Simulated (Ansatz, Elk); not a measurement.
# Bonding as seen by X-rays: Cr2Tc, part 2 of 2

Structure refinements treat a crystal as free atoms side by side. For a made-up structure of Cr2Tc (cell and positions from a PBE relaxation) the runs below show what the calculated density changes in F(hkl).

Elk 11.2.3 (patched build); all-electron DFT.

So far: Starting point; Ground state and structure factors; The highest occupied states alone.

The structure was built from a prototype and need not be the compound's stable phase.

### 4. Another functional

Level of this step: DFT, LDA (Perdew-Wang), all-electron APW+lo, Dirac cores, scalar-relativistic bands, static density, no spin (Elk).

The difference from free atoms is small, so it is set against the change that LDA (Perdew-Wang) makes.

The input, elk.in:

```
tasks
  0
  195

xctype
  3

spinpol
  .false.

rgkmax
  7.0

gmaxvr
  14.0

lmaxo
  7

lmaxapw
  8

swidth
  0.002

tshift
  .false.

ramdisk
  .false.

hmaxvr
  5.5

maxscl
  120

epspot
  1e-06

sppath
  './'

avec
  0.00000000000 3.98675825700 11.57377960033
  2.78465925628 0.00000000000 11.57377960033
  2.78465925628 3.98675825700 0.00000000000

atoms
  2
  'Tc.in'
  1
  -0.0000000000 -0.0000000000 0.0000000000   0.000000 0.000000 0.000000
  'Cr.in'
  2
  0.6726460831 0.6726460831 0.3273539169   0.000000 0.000000 0.000000
  0.3273539169 0.3273539169 0.6726460831   0.000000 0.000000 0.000000

ngridk
  9 9 9
```

Run with:

```sh
$ OMP_NUM_THREADS=4 elk
```

Numbers of over 12 decimals in the logs are rounded to 6 here.

The program printed:

```text
┌─────────────────────────┐
│ Elk code version 11.2.3 │
└─────────────────────────┘

All units are atomic (Hartree, Bohr, etc.)

┌─────────────────────────────────────────────────┐
│ Ground-state run starting from atomic densities │
└─────────────────────────────────────────────────┘

Lattice vectors :
   0.000000000       3.986758257       11.57377960
   2.784659256       0.000000000       11.57377960
   2.784659256       3.986758257       0.000000000

Reciprocal lattice vectors :
  -1.128178482      0.7880068093      0.2714405114
[...]
valence                     :    43.00000000
 interstitial                :    4.598741116
 muffin-tins (core leakage)
  species : 1 (Tc)
[...]
species : 2 (Cr)
   atom 1                    :    22.54149400     ( -0.3515180811E-05)
   atom 2                    :    22.54149400     ( -0.3515180811E-05)
 total in muffin-tins        :    86.40125888
 total calculated charge     :    91.00099276
 total charge                :    91.00000000
 error                       :   0.9927585445E-03

┌──────────────────────────────┐
│ Self-consistent loop stopped │
└──────────────────────────────┘

Wrote STATE.OUT
[key lines of the parts left out:]
total energy                :     -6380.1197829256
```

Elapsed: 28 s, on 4 threads of Arm Neoverse V1, shared host; peak memory 0.17 GiB.

Against the first run R = 0.04 %; the largest change is -0.026 at 200.

### 5. Basis size

A smaller basis shows how fast F responds to it; the change is likely larger than the basis error of the first run, but doesn't show convergence.

Changes to elk.in since step 4:

```diff
@@ -5,3 +5,3 @@
 xctype
-  3
+  20
 
@@ -11,3 +11,3 @@
 rgkmax
-  7.0
+  5.5
```

Run with:

```sh
$ OMP_NUM_THREADS=4 elk
```

The program printed:

```text
┌─────────────────────────┐
│ Elk code version 11.2.3 │
└─────────────────────────┘

All units are atomic (Hartree, Bohr, etc.)

┌─────────────────────────────────────────────────┐
│ Ground-state run starting from atomic densities │
└─────────────────────────────────────────────────┘

Lattice vectors :
   0.000000000       3.986758257       11.57377960
   2.784659256       0.000000000       11.57377960
   2.784659256       3.986758257       0.000000000

Reciprocal lattice vectors :
  -1.128178482      0.7880068093      0.2714405114
[...]
valence                     :    43.00000000
 interstitial                :    4.840709068
 muffin-tins (core leakage)
  species : 1 (Tc)
[...]
species : 2 (Cr)
   atom 1                    :    22.45750898     ( -0.2195143871E-06)
   atom 2                    :    22.45750898     ( -0.2195143871E-06)
 total in muffin-tins        :    86.15929093
 total calculated charge     :    91.00141358
 total charge                :    91.00000000
 error                       :   0.1413575753E-02

┌──────────────────────────────┐
│ Self-consistent loop stopped │
└──────────────────────────────┘

Wrote STATE.OUT
[key lines of the parts left out:]
total energy                :     -6388.2744872860
```

Run time: 42 s. Hardware: 4 threads; peak memory 0.17 GiB; 2.5 min of CPU time.

Against the first run R = 0.05 %; the largest change is +0.091 at 026.

### 6. Basis size

The basis and the expansions that go with it are enlarged, to see whether the differences are converged.

Changes to elk.in since step 5:

```diff
@@ -11,12 +11,12 @@
 rgkmax
-  5.5
+  8.5
 
 gmaxvr
-  14.0
+  18.0
 
 lmaxo
-  7
+  9
 
 lmaxapw
-  8
+  10
```

Run with:

```sh
$ OMP_NUM_THREADS=4 elk
```

The program printed:

```text
┌─────────────────────────┐
│ Elk code version 11.2.3 │
└─────────────────────────┘

All units are atomic (Hartree, Bohr, etc.)

┌─────────────────────────────────────────────────┐
│ Ground-state run starting from atomic densities │
└─────────────────────────────────────────────────┘

Lattice vectors :
   0.000000000       3.986758257       11.57377960
   2.784659256       0.000000000       11.57377960
   2.784659256       3.986758257       0.000000000

Reciprocal lattice vectors :
  -1.128178482      0.7880068093      0.2714405114
[...]
valence                     :    43.00000000
 interstitial                :    4.604077721
 muffin-tins (core leakage)
  species : 1 (Tc)
[...]
species : 2 (Cr)
   atom 1                    :    22.53519151     ( -0.2195143907E-06)
   atom 2                    :    22.53519151     ( -0.2195143907E-06)
 total in muffin-tins        :    86.39592228
 total calculated charge     :    90.99990949
 total charge                :    91.00000000
 error                       :   0.9051259765E-04

┌──────────────────────────────┐
│ Self-consistent loop stopped │
└──────────────────────────────┘

Wrote STATE.OUT
[key lines of the parts left out:]
total energy                :     -6388.4407911797
```

Elapsed: 93 s, on 4 threads; peak memory 0.24 GiB; 5.6 min of CPU time.

Against the first run R = 0.01 %; the largest change is -0.014 at 220.

### 7. Settings against the effect

| run | R against the first run (%) | R against neutral atoms, low angle (%) | wall time |
| --- | --- | --- | --- |
| PBE, rgkmax 7 | 0.00 | 1.44 | 43 s |
| LDA (Perdew-Wang) | 0.04 | 1.44 | 28 s |
| rgkmax 5.5 | 0.05 | 1.52 | 42 s |
| rgkmax 8.5 with larger expansions | 0.01 | 1.43 | 93 s |

### 8. What came out

```json
{
  "R against neutral atoms, sin θ/λ < 0.3 Å⁻¹": "1.44 %",
  "R against neutral atoms, 0.3 to 0.83 Å⁻¹": "0.37 %"
}
```

In words: Independent neutral atoms miss the calculated amplitudes by R = 1.44 % below 0.3 Å⁻¹ and 0.37 % from there to 0.83 Å⁻¹; by shells, 1.14 % below 0.15 Å⁻¹ (1 form), 1.45 % 0.15 to 0.3 (8 forms), 0.43 % 0.3 to 0.45 (16 forms), 0.35 % above 0.45 (97 forms). Bonding, aspherical density and the tables' own atoms all enter these figures, and the runs don't part them. The largest change of an amplitude is -0.93 electrons, at 006. The window's part falls from 19.0 electrons at the origin to at most 0.98 between 0.45 and 0.83 Å⁻¹, where compact states inside the window still scatter. Below 0.3 Å⁻¹ the changes that finished (LDA (Perdew-Wang), rgkmax 5.5 and rgkmax 8.5 with larger expansions) move F by R = 0.08 % at most, against the 1.44 % that separates it from free atoms. The k-mesh has no finished test. These runs have no spin, though d or f shells may be open. Part of the difference isn't bonding: the tables are fits to free atoms and ions calculated by other methods than this functional. Thermal motion, anomalous dispersion and extinction are left out.

[Logs are printed without paths, hosts, clocks, repeated set-up lines and the standing remarks that a program may print on its own settings, such as how far it seeks lower states.]

[Hosts, paths, dates, database ids (printed as entryN), source tags and the programs' standing remarks are cut or masked in the printed files.]
